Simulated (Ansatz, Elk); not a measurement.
# How far do independent atoms describe GaAs2Pb?

Structure refinements treat a crystal as free atoms side by side. For a made-up structure of GaAs2Pb (cell and positions from a r2SCAN relaxation) the runs below show what the calculated density changes in F(hkl).

Method: DFT, PBE, all-electron APW+lo, Dirac cores, scalar-relativistic bands, static density, no spin, in Elk 11.2.3 (patched build).

The structure was built from a prototype and need not be the compound's stable phase.

### Step 1. The structure

It takes space group I-42d (No. 122, tetragonal). The conventional cell has a = 6.186 Å, b = 6.186 Å, c = 11.861 Å, α = 90.00°, β = 90.00°, γ = 90.00°. Pb has 4 As at 2.84 Å nearest. As has 2 Ga at 2.47 Å and 2 Pb at 2.84 Å nearest. Nearest to Ga lie 4 As at 2.47 Å. Farther neighbours are not listed.

### Step 2. Ground state and structure factors

An all-electron density is needed, since X-rays see the cores too. Task 0 finds the density and task 195 Fourier-transforms it; tshift is off so that phases refer to the origin typed.

The input, elk.in:

```
tasks
  0
  195

xctype
  20

spinpol
  .false.

rgkmax
  7.0

gmaxvr
  14.0

lmaxo
  7

lmaxapw
  8

swidth
  0.002

tshift
  .false.

ramdisk
  .false.

hmaxvr
  5.5

maxscl
  120

epspot
  1e-06

sppath
  './'

avec
  -5.84504315371 5.84504315371 11.20676122974
  5.84504315371 -5.84504315371 11.20676122974
  5.84504315371 5.84504315371 -11.20676122974

atoms
  3
  'Pb.in'
  2
  0.2500000000 0.7500000000 0.5000000000   0.000000 0.000000 0.000000
  0.5000000000 0.5000000000 0.0000000000   0.000000 0.000000 0.000000
  'As.in'
  4
  0.0731070529 0.6250000000 -0.0518929471   0.000000 0.000000 0.000000
  0.8750000000 0.9268929471 0.5518929471   0.000000 0.000000 0.000000
  0.6768929471 0.1250000000 1.0518929471   0.000000 0.000000 0.000000
  0.3750000000 0.3231070529 0.4481070529   0.000000 0.000000 0.000000
  'Ga.in'
  2
  0.7500000000 0.2500000000 0.5000000000   0.000000 0.000000 0.000000
  0.0000000000 -0.0000000000 0.0000000000   0.000000 0.000000 0.000000

ngridk
  5 5 5
```

On the command line:

```bash
$ OMP_NUM_THREADS=4 elk
```

Numbers of over 12 decimals in the logs are rounded to 6 here.

Output:

```text
┌─────────────────────────┐
│ Elk code version 11.2.3 │
└─────────────────────────┘

All units are atomic (Hartree, Bohr, etc.)

┌─────────────────────────────────────────────────┐
│ Ground-state run starting from atomic densities │
└─────────────────────────────────────────────────┘

Lattice vectors :
  -5.845043154       5.845043154       11.20676123
   5.845043154      -5.845043154       11.20676123
   5.845043154       5.845043154      -11.20676123

Reciprocal lattice vectors :
 -0.3977669941E-17  0.5374798048      0.2803301140
  0.5374798048     -0.3977669941E-17  0.2803301140
  0.5374798048      0.5374798048     -0.1435947704E-17

Unit cell volume      :    1531.494897
Brillouin zone volume :   0.1619660724

Muffin-tin inner radius fraction :   0.1000000000E-01

Nuclei treated as point charges

Species : 1 (Pb)
 parameters loaded from : Pb.in
 name : lead
 nuclear charge    :   -82.00000000
 electronic charge :    82.00000000
 atomic mass :    377702.4943
 muffin-tin radius :    2.800000000
 number of radial points in muffin-tin :   1393
 inner part over the whole radius :   0.9993555083E-02
 number on inner part of muffin-tin    :   1001
 approximate nuclear radius :   0.1047603524E-03
 number of mesh points to nuclear radius :    525
 atomic positions (lattice), magnetic fields (Cartesian) :
  1 :   0.25000000  0.75000000  0.50000000    0.00000000  0.00000000  0.00000000
  2 :   0.50000000  0.50000000  0.00000000    0.00000000  0.00000000  0.00000000

Species : 2 (As)
 parameters loaded from : As.in
 name : arsenic
 nuclear charge    :   -33.00000000
 electronic charge :    33.00000000
 atomic mass :    136573.7220
 muffin-tin radius :    2.307055998
 number of radial points in muffin-tin :    993
 inner part over the whole radius :   0.9976952462E-02
 number on inner part of muffin-tin    :    702
 approximate nuclear radius :   0.7712558785E-04
 number of mesh points to nuclear radius :    342
 atomic positions (lattice), magnetic fields (Cartesian) :
  1 :   0.07310705  0.62500000  0.94810705    0.00000000  0.00000000  0.00000000
  2 :   0.87500000  0.92689295  0.55189295    0.00000000  0.00000000  0.00000000
  3 :   0.67689295  0.12500000  0.05189295    0.00000000  0.00000000  0.00000000
  4 :   0.37500000  0.32310705  0.44810705    0.00000000  0.00000000  0.00000000

Species : 3 (Ga)
 parameters loaded from : Ga.in
 name : gallium
 nuclear charge    :   -31.00000000
 electronic charge :    31.00000000
 atomic mass :    127097.2539
 muffin-tin radius :    2.307055998
 number of radial points in muffin-tin :    993
 inner part over the whole radius :   0.9911013324E-02
 number on inner part of muffin-tin    :    701
 approximate nuclear radius :   0.7562051033E-04
 number of mesh points to nuclear radius :    340
 atomic positions (lattice), magnetic fields (Cartesian) :
  1 :   0.75000000  0.25000000  0.50000000    0.00000000  0.00000000  0.00000000
  2 :   0.00000000  0.00000000  0.00000000    0.00000000  0.00000000  0.00000000

Total number of atoms per unit cell :    8
Total muffin-tin volume :    492.5176817
 ratio of muffin-tin to unit cell volume :   0.3215927670

Spin treatment :
 spin-unpolarised

Number of Bravais lattice symmetries :   16
Number of crystal symmetries         :    8
Crystal has no inversion symmetry
Complex Hermitian eigensolver will be used

k-point grid :      5     5     5
k-point offset :    0.000000000       0.000000000       0.000000000
k-point set is reduced with full crystal symmetry group
Total number of k-points :       24

Muffin-tin radius times maximum |G+k| :    7.000000000
 using average radius
Maximum |G+k| for APW functions       :    2.880312327
Maximum (1/2)|G+k|²                   :    4.148099550
Maximum |G| for potential and density :    14.00000000
Constant for pseudocharge density :   10
 order of it for each species :   17  17  17
 order of it for pair densities of each species (exact exchange by exxq0 0: 18) :   13   8   8
Radial integration step length :    1

[...]
total energy                :     -54793.089129399

Density of states at Fermi energy :    101.6792551
 (states/Hartree/unit cell)

Estimated indirect band gap :   0.4066370968E-02
 from k-point 16 to k-point 7
Estimated direct band gap   :   0.6045818572E-02
 at k-point 7

Charges :
 core                        :    244.0000000
 valence                     :    114.0000000
 interstitial                :    13.28305875
 muffin-tins (core leakage)
  species : 1 (Pb)
[...]
species : 2 (As)
[...]
species : 3 (Ga)
[...]
total in muffin-tins        :    344.7169412
 total calculated charge     :    357.9933408
 total charge                :    358.0000000
 error                       :   0.6659168589E-02

RMS change in Kohn-Sham potential (target) :   0.1661586983     (  0.1000000000E-05)
Absolute change in total energy (target)   :    1.487863072     (  0.1000000000E-03)

[... loops 3 to 15 left out ...]

┌──────────────────┐
│ Loop number : 16 │
└──────────────────┘

Energies :
 Fermi                       :     0.164522
 sum of occupied eigenvalues :     -33361.997669022
 electron kinetic            :      61953.721701708
 core electron kinetic       :      60697.867955659
 Coulomb                     :     -115476.11571290
 Coulomb potential           :     -93660.568510762
 nuclear-nuclear             :     -4289.2857439100
 electron-nuclear            :     -128780.83180298
 Hartree                     :      17594.001833993
 Madelung                    :     -68645.831457520
 xc potential                :     -1655.1508599678
 exchange                    :     -1247.9809608900
 correlation                 :     -19.552190669272
 electron entropic           :    -0.14789817469483E-02
 total energy                :     -54789.928641735

Density of states at Fermi energy :    110.5934466
 (states/Hartree/unit cell)

Estimated indirect band gap :   0.9644938104E-03
 from k-point 13 to k-point 19
Estimated direct band gap   :   0.5004462469E-02
 at k-point 19

Charges :
 core                        :    244.0000000
 valence                     :    114.0000000
 interstitial                :    13.33097760
 muffin-tins (core leakage)
  species : 1 (Pb)
[...]
species : 2 (As)
[...]
species : 3 (Ga)
[...]
total in muffin-tins        :    344.6690224
 total calculated charge     :    357.9935524
 total charge                :    358.0000000
 error                       :   0.6447623005E-02

RMS change in Kohn-Sham potential (target) :   0.8815447312E-07 (  0.1000000000E-05)
Absolute change in total energy (target)   :   0.3103204654E-04 (  0.1000000000E-03)

Convergence targets achieved

┌──────────────────┐
│ Loop number : 17 │
└──────────────────┘

Energies :
 Fermi                       :     0.164522
 sum of occupied eigenvalues :     -33361.997673526
 electron kinetic            :      61953.721695174
 core electron kinetic       :      60697.867949739
 Coulomb                     :     -115476.11570908
 Coulomb potential           :     -93660.568508557
 nuclear-nuclear             :     -4289.2857439100
 electron-nuclear            :     -128780.83179630
 Hartree                     :      17594.001831124
 Madelung                    :     -68645.831454803
 xc potential                :     -1655.1508601431
 exchange                    :     -1247.9809607835
 correlation                 :     -19.552190683793
 electron entropic           :    -0.14789818997908E-02
 total energy                :     -54789.928644357

Density of states at Fermi energy :    110.5934691
 (states/Hartree/unit cell)

Estimated indirect band gap :   0.9644959346E-03
 from k-point 4 to k-point 19
Estimated direct band gap   :   0.5004456607E-02
 at k-point 19

Charges :
 core                        :    244.0000000
 valence                     :    114.0000000
 interstitial                :    13.33097756
 muffin-tins (core leakage)
  species : 1 (Pb)
[...]
species : 2 (As)
[...]
atom 4                    :    31.22492688     (  0.2507344579E-03)
  species : 3 (Ga)
   atom 1                    :    29.49959438     (  0.1226643299E-02)
   atom 2                    :    29.49959438     (  0.1226643299E-02)
 total in muffin-tins        :    344.6690224
 total calculated charge     :    357.9935524
 total charge                :    358.0000000
 error                       :   0.6447623115E-02

┌──────────────────────────────┐
│ Self-consistent loop stopped │
└──────────────────────────────┘

Warning : core states of species 1 leak from the muffin-tin :   0.1191914684E-02

Warning : core states of species 2 leak from the muffin-tin :   0.2507344579E-03

Warning : core states of species 3 leak from the muffin-tin :   0.1226643299E-02

Wrote STATE.OUT
```

The job ended after 2.5 min (4 threads of Arm Neoverse V1, shared host; peak memory 0.43 GiB; 7.6 min of CPU time).

SFACRHO.OUT:

```text

h k l indices transformed by vhmat matrix:
   1.000000000       0.000000000       0.000000000    
   0.000000000       1.000000000       0.000000000    
   0.000000000       0.000000000       1.000000000    

      h      k      l  multipl.   |H|            Re(F)            Im(F)           |F|

      0      0      0      1   0.0000000       358.00000     -0.80261105E-15   358.00000    
     -1     -1      1      2  0.56066023     -0.37194082E-13 -0.18152246E-13  0.41387242E-13
      1      0     -1      4  0.60619264      -35.068804      -35.068804       49.594778    
     -1      0      1      4  0.60619264      -35.068804       35.068804       49.594778    
      0      0     -1      4  0.76011123       0.0000000     -0.14083898E-13  0.14083898E-13
     -1     -1      2      4  0.94451521       202.75763       109.28907       230.33618    
      1      1      0      4  0.94451521       202.75763      -109.28907       230.33618    
     -1     -2      2      4  0.99807279      -59.681589       59.681589       84.402512    
      2      1     -1      4  0.99807279      -59.681589      -59.681589       84.402512    
     -1      1     -1      4   1.0749596       97.739828     -0.47177506E-13   97.739828    
     -2     -2      2      2   1.1213205       85.933626     -0.62439502E-13   85.933626    
     -2      0      0      4   1.2123853      0.15940321E-13   11.069454       11.069454    
      0      2     -2      4   1.2123853      0.42507522E-13  -11.069454       11.069454    
     -2      1      0      4   1.2341020      -80.431078       34.373276       87.468168    
     -1      2     -1      4   1.2341020      -80.431078      -34.373276       87.468168    
      0      1     -2      4   1.2341020      -34.373276      -80.431078       87.468168    
     -1      2      0      4   1.2341020      -34.373276       80.431078       87.468168    
     -2     -2      1      4   1.3546692     -0.53134403E-14 -0.18598533E-12  0.18606121E-12
```

Elk indexes on the primitive cell of elk.in and gives |H| = 4π sin θ/λ in inverse bohr. Below, one row stands for each form hkl of the conventional cell (m members, Friedel mates merged), F is for one primitive cell and the density is static (no thermal factor). Free-atom factors are Waasmaier and Kirfel's, and R is Σm||F|−|F'||/Σm|F|.

| hkl | m | sin θ/λ (Å⁻¹) | abs F, DFT | neutral atoms | diff. | abs of complex diff. |
| --- | --- | --- | --- | --- | --- | --- |
| 002 | 2 | 0.084 | 0.000 | 0.000 | +0.000 | 0.000 |
| 101 | 8 | 0.091 | 49.595 | 49.872 | -0.277 | 0.277 |
| 110 | 4 | 0.114 | 0.000 | 0.000 | +0.000 | 0.000 |
| 112 | 8 | 0.142 | 230.336 | 229.967 | +0.369 | 0.732 |
| 103 | 8 | 0.150 | 84.403 | 84.411 | -0.009 | 0.009 |
| 200 | 4 | 0.162 | 97.740 | 98.246 | -0.507 | 0.507 |
| 004 | 2 | 0.169 | 85.934 | 86.356 | -0.422 | 0.422 |
| 202 | 8 | 0.182 | 11.069 | 11.052 | +0.017 | 0.017 |
| 211 | 16 | 0.186 | 87.468 | 87.459 | +0.009 | 0.042 |
| 114 | 8 | 0.204 | 0.000 | 0.000 | +0.000 | 0.000 |
| 213 | 16 | 0.221 | 54.953 | 54.944 | +0.009 | 0.112 |
| 105 | 8 | 0.226 | 77.677 | 77.589 | +0.088 | 0.088 |
| 220 | 4 | 0.229 | 261.789 | 262.248 | -0.459 | 0.459 |
| 204 | 8 | 0.234 | 270.235 | 270.783 | -0.548 | 0.548 |

### Step 3. The highest occupied states alone

An energy window below the Fermi level keeps the highest occupied states, to see at which angles they scatter; shallow core shells can lie inside it and anion s states outside. No new self-consistency is needed.

elk.in: that of step 2 with these lines changed.

```diff
@@ -1,3 +1,2 @@
 tasks
-  0
   195
@@ -40,2 +39,5 @@
 
+wsfac
+  -0.276470 0.464520
+
 sppath
```

On the command line:

```bash
$ OMP_NUM_THREADS=4 elk
```

Output:

```text
┌─────────────────────────────────┐
│ Elk code version 11.2.3 started │
└─────────────────────────────────┘

Info(readinput): the functional depends on the density's gradient
 muffin-tin radial points multiplied by    2.00000
 (not where nrmtscf is given)

┌────────────────────┐
│ Current task : 195 │
└────────────────────┘
Info(checkmt): changed muffin-tin radius of species 2 (As) from   2.4000 to   2.3071
Info(checkmt): changed muffin-tin radius of species 3 (Ga) from   2.4000 to   2.3071

Info(sfacrho): density structure factors written to SFACRHO.OUT

 Energy window :  -0.2764700000      0.4645200000

┌──────────────────┐
│ Elk code stopped │
└──────────────────┘
```

It took 40 s on 4 threads; peak memory 0.27 GiB.

States within 12 eV below the Fermi level hold 33.02 electrons; any levels below the window count with the cores. Their amplitudes can exceed the total, where window and core parts have opposite phase:

| hkl | sin θ/λ (Å⁻¹) | abs F, window | abs F, all |
| --- | --- | --- | --- |
| 002 | 0.084 | 0.000 | 0.000 |
| 101 | 0.091 | 1.645 | 49.595 |
| 110 | 0.114 | 0.000 | 0.000 |
| 112 | 0.142 | 9.004 | 230.336 |
| 103 | 0.150 | 1.248 | 84.403 |
| 200 | 0.162 | 2.776 | 97.740 |
| 004 | 0.169 | 3.064 | 85.934 |
| 202 | 0.182 | 0.450 | 11.069 |
| 211 | 0.186 | 1.380 | 87.468 |
| 114 | 0.204 | 0.000 | 0.000 |

### Step 4. Another functional

The difference from free atoms is small, so it is set against the change that LDA (Perdew-Wang) makes.

elk.in: that of step 3 with these lines changed.

```diff
@@ -1,2 +1,3 @@
 tasks
+  0
   195
@@ -4,3 +5,3 @@
 xctype
-  20
+  3
 
@@ -39,5 +40,2 @@
 
-wsfac
-  -0.276470 0.464520
-
 sppath
```

On the command line:

```bash
$ OMP_NUM_THREADS=4 elk
```

Output:

```text
┌─────────────────────────┐
│ Elk code version 11.2.3 │
└─────────────────────────┘

All units are atomic (Hartree, Bohr, etc.)

┌─────────────────────────────────────────────────┐
│ Ground-state run starting from atomic densities │
└─────────────────────────────────────────────────┘

Lattice vectors :
  -5.845043154       5.845043154       11.20676123
   5.845043154      -5.845043154       11.20676123
   5.845043154       5.845043154      -11.20676123

Reciprocal lattice vectors :
 -0.3977669941E-17  0.5374798048      0.2803301140
[...]
atom 2                    :    29.51907340     (  0.1259507488E-02)
 total in muffin-tins        :    344.7407119
 total calculated charge     :    357.9934641
 total charge                :    358.0000000
 error                       :   0.6535874540E-02

┌──────────────────────────────┐
│ Self-consistent loop stopped │
└──────────────────────────────┘

Warning : core states of species 1 leak from the muffin-tin :   0.1195202351E-02

Warning : core states of species 2 leak from the muffin-tin :   0.2513581928E-03

Warning : core states of species 3 leak from the muffin-tin :   0.1259507488E-02

Wrote STATE.OUT
[key lines of the parts left out:]
total energy                :     -54749.707722082
```

Elapsed: 1.8 min, on 4 threads; peak memory 0.32 GiB.

Against the first run R = 0.02 %; the largest change is -0.089 at 228.

### Step 5. Basis size

The basis and the expansions that go with it are enlarged, to see whether the differences are converged.

elk.in: that of step 4 with these lines changed.

```diff
@@ -5,3 +5,3 @@
 xctype
-  3
+  20
 
@@ -11,12 +11,12 @@
 rgkmax
-  7.0
+  8.5
 
 gmaxvr
-  14.0
+  18.0
 
 lmaxo
-  7
+  9
 
 lmaxapw
-  8
+  10
```

On the command line:

```bash
$ OMP_NUM_THREADS=4 elk
```

Output:

```text
┌─────────────────────────┐
│ Elk code version 11.2.3 │
└─────────────────────────┘

All units are atomic (Hartree, Bohr, etc.)

┌─────────────────────────────────────────────────┐
│ Ground-state run starting from atomic densities │
└─────────────────────────────────────────────────┘

Lattice vectors :
  -5.845043154       5.845043154       11.20676123
   5.845043154      -5.845043154       11.20676123
   5.845043154       5.845043154      -11.20676123

Reciprocal lattice vectors :
 -0.3977669941E-17  0.5374798048      0.2803301140
[...]
atom 2                    :    29.50609303     (  0.1224481583E-02)
 total in muffin-tins        :    344.7064830
 total calculated charge     :    357.9939954
 total charge                :    358.0000000
 error                       :   0.6004608234E-02

┌──────────────────────────────┐
│ Self-consistent loop stopped │
└──────────────────────────────┘

Warning : core states of species 1 leak from the muffin-tin :   0.1191882667E-02

Warning : core states of species 2 leak from the muffin-tin :   0.2504000866E-03

Warning : core states of species 3 leak from the muffin-tin :   0.1224481583E-02

Wrote STATE.OUT
[key lines of the parts left out:]
total energy                :     -54789.973441169
```

Wall time 7.8 min (4 threads); peak memory 0.88 GiB; 25 min of CPU time.

Against the first run R = 0.00 %; the largest change is -0.021 at 228.

### Step 6. Settings against the effect

| run | R against the first run (%) | R against neutral atoms, low angle (%) | wall time |
| --- | --- | --- | --- |
| PBE, rgkmax 7 | 0.00 | 0.24 | 2.5 min |
| LDA (Perdew-Wang) | 0.02 | 0.24 | 1.8 min |
| rgkmax 8.5 with larger expansions | 0.00 | 0.24 | 7.8 min |

### Step 7. Summary of results

* R against neutral atoms, sin θ/λ < 0.3 Å⁻¹: 0.24 %
* R against neutral atoms, 0.3 to 0.60 Å⁻¹: 0.08 %

In words: Independent neutral atoms miss the calculated amplitudes by R = 0.24 % below 0.3 Å⁻¹ and 0.08 % from there to 0.60 Å⁻¹; by shells, 0.23 % below 0.15 Å⁻¹ (2 forms), 0.24 % 0.15 to 0.3 (17 forms), 0.10 % 0.3 to 0.45 (39 forms), 0.07 % above 0.45 (73 forms). Bonding, aspherical density and the tables' own atoms all enter these figures, and the runs don't part them. The largest change of an amplitude is -0.73 electrons, at 116. R counts amplitudes alone; phases shift too. The window's part falls from 33.0 electrons at the origin to at most 0.39 between 0.45 and 0.60 Å⁻¹. Below 0.3 Å⁻¹ the changes that finished (LDA (Perdew-Wang) and rgkmax 8.5 with larger expansions) move F by R = 0.01 % at most, against the 0.24 % that separates it from free atoms. The k-mesh has no finished test. Spin-orbit coupling is left out, which can matter for elements this heavy. Part of the difference isn't bonding: the tables are fits to free atoms and ions calculated by other methods than this functional. Thermal motion, anomalous dispersion and extinction are left out.

[Logs are printed without paths, hosts, clocks, repeated set-up lines and the standing remarks that a program may print on its own settings, such as how far it seeks lower states.]

[Hosts, paths, dates, database ids (printed as entryN), source tags and the programs' standing remarks are cut or masked in the printed files.]
